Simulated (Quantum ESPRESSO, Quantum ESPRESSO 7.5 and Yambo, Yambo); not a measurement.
# LuBi2O4Cl (P4/mmm): G0W0 with Yambo, start to end

How does a plane-wave GW calculation on LuBi2O4Cl (P4/mmm) run from the first input to the gap?

Calculated with Quantum ESPRESSO 7.5 and Yambo 5.3.0; PBEsol and many-body steps on it, plane waves.

**1. The structure**

Symmetry: P4/mmm, No. 123, tetragonal system. Conventional cell: a = 3.823 Å, b = 3.823 Å, c = 8.856 Å, α = 90.00°, β = 90.00°, γ = 90.00°. Nearest to Lu lie 8 O at 2.34 Å. Bi has 4 O at 2.23 Å nearest. Nearest to Cl lie 8 Bi at 3.33 Å. Nearest to O lie 2 Bi at 2.23 Å and 2 Lu at 2.34 Å. Farther neighbours and most contacts between anions are not listed.

The cell and positions come from the Crystallography Open Database and are kept as given unless a step says otherwise. Spin-orbit coupling is left out unless a step names it.

**2. Ground state**

This step: Quantum ESPRESSO 7.5; DFT, PBEsol, plane waves, norm-conserving pseudopotentials.

The ground-state density comes first.

Input file pw.in:

```
&control
  calculation = 'scf'
  prefix = 'x'
  outdir = 'o'
  pseudo_dir = 'pseudo'
/
&system
  ibrav = 0
  nat = 8
  ntyp = 4
  ecutwfc = 92.0
  nbnd = 59
  force_symmorphic = .true.
/
&electrons
  conv_thr = 1e-10
  electron_maxstep = 80
  mixing_beta = 0.5
/
ATOMIC_SPECIES
  Lu 174.97 Lu.upf
  Bi 208.98 Bi.upf
  Cl 35.45 Cl.upf
  O 15.999 O.upf
CELL_PARAMETERS angstrom
  3.8232000000 0.0000000000 0.0000000000
  0.0000000000 3.8232000000 0.0000000000
  0.0000000000 0.0000000000 8.8560000000
ATOMIC_POSITIONS crystal
  Lu 0.0000000000 0.0000000000 0.0000000000
  Bi 0.5000000000 0.5000000000 0.7193000000
  Bi 0.5000000000 0.5000000000 0.2807000000
  Cl 0.0000000000 0.0000000000 0.5000000000
  O 0.5000000000 0.0000000000 0.8480000000
  O 0.0000000000 0.5000000000 0.8480000000
  O 0.5000000000 0.0000000000 0.1520000000
  O 0.0000000000 0.5000000000 0.1520000000
K_POINTS automatic
  6 6 4 0 0 0
```

Started as:

```
$ OMP_NUM_THREADS=1 mpirun -n 8 pw.x -nk 8 -in pw.in > pw.out
```

What it wrote:

```text
Program PWSCF v.7.5 starts

     This program is part of the open-source Quantum ESPRESSO suite
     for quantum simulation of materials; please cite
         "P. Giannozzi et al., J. Phys.:Condens. Matter 21 395502 (2009);
         "P. Giannozzi et al., J. Phys.:Condens. Matter 29 465901 (2017);
         "P. Giannozzi et al., J. Chem. Phys. 152 154105 (2020);
     in publications or presentations arising from this work. More details at
     Message from routine setup:
     using ibrav=0 with symmetry is DISCOURAGED, use correct ibrav instead

     G-vector sticks info

     bravais-lattice index     =            0
     lattice parameter (alat)  =       7.2248  a.u.
     unit-cell volume          =     873.5510 (a.u.)^3
     number of atoms/cell      =            8
     number of atomic types    =            4
     number of electrons       =       102.00
     number of Kohn-Sham states=           59
     kinetic-energy cutoff     =      92.0000  Ry
     charge density cutoff     =     368.0000  Ry
     scf convergence threshold =      1.0E-10
     mixing beta               =       0.5000
     number of iterations used =            8  plain     mixing
     Exchange-correlation= PBESOL
                           (   1   4  10   8   0   0   0)

     celldm(1)=   7.224801  celldm(2)=   0.000000  celldm(3)=   0.000000
     celldm(4)=   0.000000  celldm(5)=   0.000000  celldm(6)=   0.000000

     crystal axes: (cart. coord. in units of alat)
               a(1) = (   1.000000   0.000000   0.000000 )
               a(2) = (   0.000000   1.000000   0.000000 )
               a(3) = (   0.000000   0.000000   2.316384 )

     reciprocal axes: (cart. coord. in units 2 pi/alat)
               b(1) = (  1.000000  0.000000  0.000000 )
               b(2) = (  0.000000  1.000000  0.000000 )
               b(3) = (  0.000000  0.000000  0.431707 )
     Pseudo is Norm-conserving + core correction, Zval = 25.0
     Generated using ONCVPSP code by D. R. Hamann
     Using radial grid of 2008 points,  8 beta functions with:
     Pseudo is Norm-conserving + core correction, Zval = 23.0
     Generated using ONCVPSP code by D. R. Hamann
     Using radial grid of 1472 points,  6 beta functions with:
     Pseudo is Norm-conserving + core correction, Zval =  7.0
     Generated using ONCVPSP code by D. R. Hamann
     Using radial grid of 1028 points,  6 beta functions with:
     Pseudo is Norm-conserving + core correction, Zval =  6.0
     Generated using ONCVPSP code by D. R. Hamann
     Using radial grid of  936 points,  5 beta functions with:
     Lu               25.00   174.97000     Lu( 1.00)
     Bi               23.00   208.98000     Bi( 1.00)
     Cl                7.00    35.45000     Cl( 1.00)
     O                 6.00    15.99900     O ( 1.00)

     16 Sym. Ops., with inversion, found

   Cartesian axes

     site n.     atom                  positions (alat units)
         1        Lu     tau(   1) = (   0.0000000   0.0000000   0.0000000  )
         2        Bi     tau(   2) = (   0.5000000   0.5000000   1.6661751  )
         3        Bi     tau(   3) = (   0.5000000   0.5000000   0.6502090  )
         4        Cl     tau(   4) = (   0.0000000   0.0000000   1.1581921  )
         5        O      tau(   5) = (   0.5000000   0.0000000   1.9642938  )
         6        O      tau(   6) = (   0.0000000   0.5000000   1.9642938  )
         7        O      tau(   7) = (   0.5000000   0.0000000   0.3520904  )
         8        O      tau(   8) = (   0.0000000   0.5000000   0.3520904  )

     number of k points=    30
                       cart. coord. in units 2pi/alat
        k(    1) = (   0.0000000   0.0000000   0.0000000), wk =   0.0138889
        k(    2) = (   0.0000000   0.0000000   0.1079268), wk =   0.0277778
        k(    3) = (   0.0000000   0.0000000  -0.2158537), wk =   0.0138889
        k(    4) = (   0.0000000   0.1666667   0.0000000), wk =   0.0555556
        k(    5) = (   0.0000000   0.1666667   0.1079268), wk =   0.1111111
        k(    6) = (   0.0000000   0.1666667  -0.2158537), wk =   0.0555556
        k(    7) = (   0.0000000   0.3333333   0.0000000), wk =   0.0555556
        k(    8) = (   0.0000000   0.3333333   0.1079268), wk =   0.1111111
        k(    9) = (   0.0000000   0.3333333  -0.2158537), wk =   0.0555556
        k(   10) = (   0.0000000  -0.5000000   0.0000000), wk =   0.0277778
     [... 18 further rows ...]
        k(   29) = (  -0.5000000  -0.5000000   0.1079268), wk =   0.0277778
        k(   30) = (  -0.5000000  -0.5000000  -0.2158537), wk =   0.0138889

     Dense  grid:   104163 G-vectors     FFT dimensions: (  45,  45, 108)

     Initial potential from superposition of free atoms

     starting charge     101.9947, renormalised to     102.0000
     Starting wfcs are   63 randomized atomic wfcs

     per-process dynamical memory:   135.2 Mb

     Self-consistent Calculation

     iteration #  1     ecut=    92.00 Ry     beta= 0.50

     total energy              =   -1585.20838271 Ry
     estimated scf accuracy    <       2.57869777 Ry

     iteration #  2     ecut=    92.00 Ry     beta= 0.50

     total energy              =   -1585.33541916 Ry
     estimated scf accuracy    <       4.55240600 Ry

     iteration #  3     ecut=    92.00 Ry     beta= 0.50

     total energy              =   -1586.22973719 Ry
     estimated scf accuracy    <       0.33518446 Ry

     iteration #  4     ecut=    92.00 Ry     beta= 0.50

     total energy              =   -1586.24886353 Ry
     estimated scf accuracy    <       0.03806590 Ry

     iteration #  5     ecut=    92.00 Ry     beta= 0.50

     total energy              =   -1586.25777653 Ry
     estimated scf accuracy    <       0.01435562 Ry

     iteration #  6     ecut=    92.00 Ry     beta= 0.50

     total energy              =   -1586.25932055 Ry
     estimated scf accuracy    <       0.00036609 Ry

     iteration #  7     ecut=    92.00 Ry     beta= 0.50

     total energy              =   -1586.25942180 Ry
     estimated scf accuracy    <       0.00009142 Ry

     iteration #  8     ecut=    92.00 Ry     beta= 0.50

     total energy              =   -1586.25943595 Ry
     estimated scf accuracy    <       0.00000107 Ry

     iteration #  9     ecut=    92.00 Ry     beta= 0.50

     total energy              =   -1586.25943623 Ry
     estimated scf accuracy    <       0.00000073 Ry

     iteration # 10     ecut=    92.00 Ry     beta= 0.50

     total energy              =   -1586.25943636 Ry
     estimated scf accuracy    <       0.00000002 Ry

     iteration # 11     ecut=    92.00 Ry     beta= 0.50

     total energy              =   -1586.25943637 Ry
     estimated scf accuracy    <          1.7E-09 Ry

     iteration # 12     ecut=    92.00 Ry     beta= 0.50

     total energy              =   -1586.25943637 Ry
     estimated scf accuracy    <          2.3E-10 Ry

     iteration # 13     ecut=    92.00 Ry     beta= 0.50

     End of self-consistent calculation

          k = 0.0000 0.0000 0.0000 ( 12987 PWs)   bands (ev):

  -141.4544-141.4544 -79.4995 -79.4995 -79.4810 -79.4810 -79.4810 -79.4810
   -42.5362 -13.4111 -13.2371 -13.2371 -11.0375 -11.0322 -10.8410 -10.8281
   -10.8281 -10.8233 -10.8233 -10.8168 -10.7489 -10.7483  -7.2263  -6.5318
    -4.8482  -4.4748  -3.1621   2.4723   2.7197   6.6342   6.6342   6.8323
     6.8323   8.2020   8.2065   8.7378   8.7378   8.7825   8.8039   8.9314
     8.9673   8.9673   9.0173   9.2299   9.2299   9.7829   9.7829  10.4208
    10.4299  10.4299  10.8391  12.3526  15.0897  16.5277  16.5277  16.5918
    17.1946  17.1946  17.5797

          k = 0.0000 0.0000 0.1079 ( 12991 PWs)   bands (ev):

  -141.4544-141.4544 -79.4995 -79.4995 -79.4810 -79.4810 -79.4810 -79.4810
   -42.5362 -13.4111 -13.2371 -13.2371 -11.0371 -11.0326 -10.8402 -10.8290
   -10.8290 -10.8224 -10.8224 -10.8177 -10.7489 -10.7483  -7.2192  -6.5426
    -4.8482  -4.4748  -3.1531   2.3569   2.8317   6.5999   6.5999   6.8742
     6.8742   8.1840   8.2081   8.7378   8.7378   8.8029   8.8035   8.9314
[...]
17.1786  17.1786  18.0028

          k = 0.0000 0.0000-0.2159 ( 12980 PWs)   bands (ev):

  -141.4544-141.4544 -79.4995 -79.4995 -79.4810 -79.4810 -79.4810 -79.4810
[...]
-10.8297 -10.8217 -10.8217 -10.8186 -10.7489 -10.7483  -7.2119  -6.5536
    -4.8481  -4.4748  -3.1441   2.2804   2.9048   6.5738   6.5738   6.9080
     6.9080   8.1677   8.2097   8.7379   8.7379   8.8031   8.8157   8.9314
     8.9954   8.9954   9.1566   9.1566   9.1846   9.8075   9.8075  10.4128
    10.4306  10.4306  10.4360  12.8949  14.4792  16.5740  16.5740  16.8399
    17.1611  17.1611  18.0886

          k = 0.0000 0.1667 0.0000 ( 12986 PWs)   bands (ev):

     [... further k-points ...]

     highest occupied, lowest unoccupied level (ev):    11.2274   12.3526

!    total energy              =   -1586.25943637 Ry
     estimated scf accuracy    <          1.3E-11 Ry

     The total energy is the sum of the following terms:
     one-electron contribution =   -1022.44947417 Ry
     hartree contribution      =     556.16359562 Ry
     xc contribution           =    -257.62553190 Ry
     ewald contribution        =    -862.34802592 Ry

     convergence has been achieved in  13 iterations

     XML data file, charge density, pseudopotentials, collected wavefunctions

=------------------------------------------------------------------------------=
   JOB DONE.
=------------------------------------------------------------------------------=
```

The job ended after 63 s (8 MPI ranks of Arm Neoverse V2, shared host; peak memory 1.7 GiB; 8.3 min of CPU time).

Numbers from this step:

| Quantity | Value |
| --- | --- |
| total energy | -21582.1591 eV |
| gap | 1.125 eV |
| k of the valence top | -0.5, -0.5, 0 |
| k of the conduction bottom | 0, 0, 0 |
| least direct gap | 1.513 eV |

The gap is indirect, with the least direct gap 0.39 eV higher.

(Part 1 of 3 ends here.)

[Paths, hosts, dates, memory and timing lines, banners, echoed tables and standing remarks are left out of the program output.]

[Logs are printed without paths, hosts, clocks, repeated set-up lines and the standing remarks that a program may print on its own settings, such as how far it seeks lower states.]

[Runs of the session that timed out or met a known fault of the program may be left out.]

[Hosts, paths, dates, database ids (printed as entryN), source tags and the programs' standing remarks are cut or masked in the printed files.]
